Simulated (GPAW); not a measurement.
LiTi3O4 (Cmmm) has these O sites:
A. atom 4: 1 Li at 1.99 Å, 4 Ti at 2.12 Å and 1 Ti at 2.18 Å (distorted octahedral, site symmetry m2m), then 4 O at 2.90 Å and 2 O at 2.96 Å
B. atom 5: 2 Ti at 2.09 Å, 2 Li at 2.10 Å and 2 Ti at 2.15 Å (distorted octahedral, site symmetry 2mm), then 4 O at 2.90 Å and 3 O at 2.96 Å

Their O K edges were computed (GPAW, LDA, excited-electron core hole (neutral cell), 16-atom cell with 5.9 Å between holes, 5×5×5 k points, dipole transitions, Gaussian full width 0.9 eV up to 4 eV, rising linearly to 3.5 eV at 25 eV) and are given in random order.

On one photon-energy scale, from the lowest onset; each scaled to a mean of 1 over its first 20 eV.

| E (eV) | spectrum 1 | spectrum 2 |
| --- | --- | --- |
| -2.0 | 0.00 | 0.00 |
| -1.5 | 0.00 | 0.00 |
| -1.0 | 0.01 | 0.00 |
| -0.5 | 0.21 | 0.01 |
| 0.0 | 0.92 | 0.18 |
| 0.5 | 1.35 | 0.96 |
| 1.0 | 1.39 | 1.93 |
| 1.5 | 1.53 | 2.04 |
| 2.0 | 1.61 | 1.63 |
| 2.5 | 1.67 | 1.46 |
| 3.0 | 1.34 | 1.58 |
| 3.5 | 1.06 | 1.66 |
| 4.0 | 0.65 | 1.30 |
| 4.5 | 0.56 | 0.71 |
| 5.0 | 0.80 | 0.60 |
| 5.5 | 1.06 | 0.64 |
| 6.0 | 1.24 | 0.69 |
| 6.5 | 1.37 | 0.83 |
| 7.0 | 1.56 | 0.99 |
| 7.5 | 1.77 | 1.12 |
| 8.0 | 1.82 | 1.30 |
| 8.5 | 1.72 | 1.44 |
| 9.0 | 1.62 | 1.47 |
| 9.5 | 1.63 | 1.46 |
| 10.0 | 1.67 | 1.62 |
| 10.5 | 1.56 | 1.90 |
| 11.0 | 1.28 | 1.94 |
| 11.5 | 0.97 | 1.62 |
| 12.0 | 0.71 | 1.17 |
| 12.5 | 0.54 | 0.82 |
| 13.0 | 0.42 | 0.61 |
| 13.5 | 0.36 | 0.49 |
| 14.0 | 0.37 | 0.43 |
| 14.5 | 0.42 | 0.42 |
| 15.0 | 0.51 | 0.45 |
| 15.5 | 0.58 | 0.52 |
| 16.0 | 0.62 | 0.58 |
| 16.5 | 0.62 | 0.62 |
| 17.0 | 0.58 | 0.60 |
| 17.5 | 0.54 | 0.55 |
| 18.0 | 0.49 | 0.49 |
| 18.5 | 0.45 | 0.42 |
| 19.0 | 0.41 | 0.38 |
| 19.5 | 0.39 | 0.35 |
| 20.0 | 0.38 | 0.34 |
| 20.5 | 0.39 | 0.35 |
| 21.0 | 0.41 | 0.37 |
| 21.5 | 0.46 | 0.39 |
| 22.0 | 0.51 | 0.43 |
| 22.5 | 0.57 | 0.46 |
| 23.0 | 0.64 | 0.51 |
| 23.5 | 0.71 | 0.56 |
| 24.0 | 0.79 | 0.63 |
| 24.5 | 0.87 | 0.72 |
| 25.0 | 0.96 | 0.85 |
| 25.5 | 1.07 | 1.00 |
| 26.0 | 1.18 | 1.17 |
| 26.5 | 1.31 | 1.35 |
| 27.0 | 1.43 | 1.52 |
| 27.5 | 1.54 | 1.68 |
| 28.0 | 1.62 | 1.79 |
| 28.5 | 1.66 | 1.84 |
| 29.0 | 1.63 | 1.83 |
| 29.5 | 1.55 | 1.75 |
| 30.0 | 1.40 | 1.61 |
| 30.5 | 1.22 | 1.43 |
| 31.0 | 1.03 | 1.22 |
| 31.5 | 0.85 | 1.02 |
| 32.0 | 0.70 | 0.84 |

Q: Which spectrum belongs to which site?

Spectrum 1 is B (onset at +0.00 eV, maxima 2.4 eV (1.69), 7.9 eV (1.82) and 9.9 eV (1.67) above its own zero). Spectrum 2 is A (onset at +0.50 eV, maxima 0.8 eV (2.12), 2.9 eV (1.67) and 10.3 eV (1.97) above its own zero).

[Hosts, paths, dates, database ids (printed as entryN), source tags and the programs' standing remarks are cut or masked in the printed files.]

[Lists of maxima count a maximum above −3 eV only where it reaches 4 % of the highest in the window and stands out from its surroundings by 2 % of it (1.5 % where it reaches 55 %); shoulders and weaker maxima are passed over, and of the rest the first, up to two pre-edge ones and the few strongest are named.]
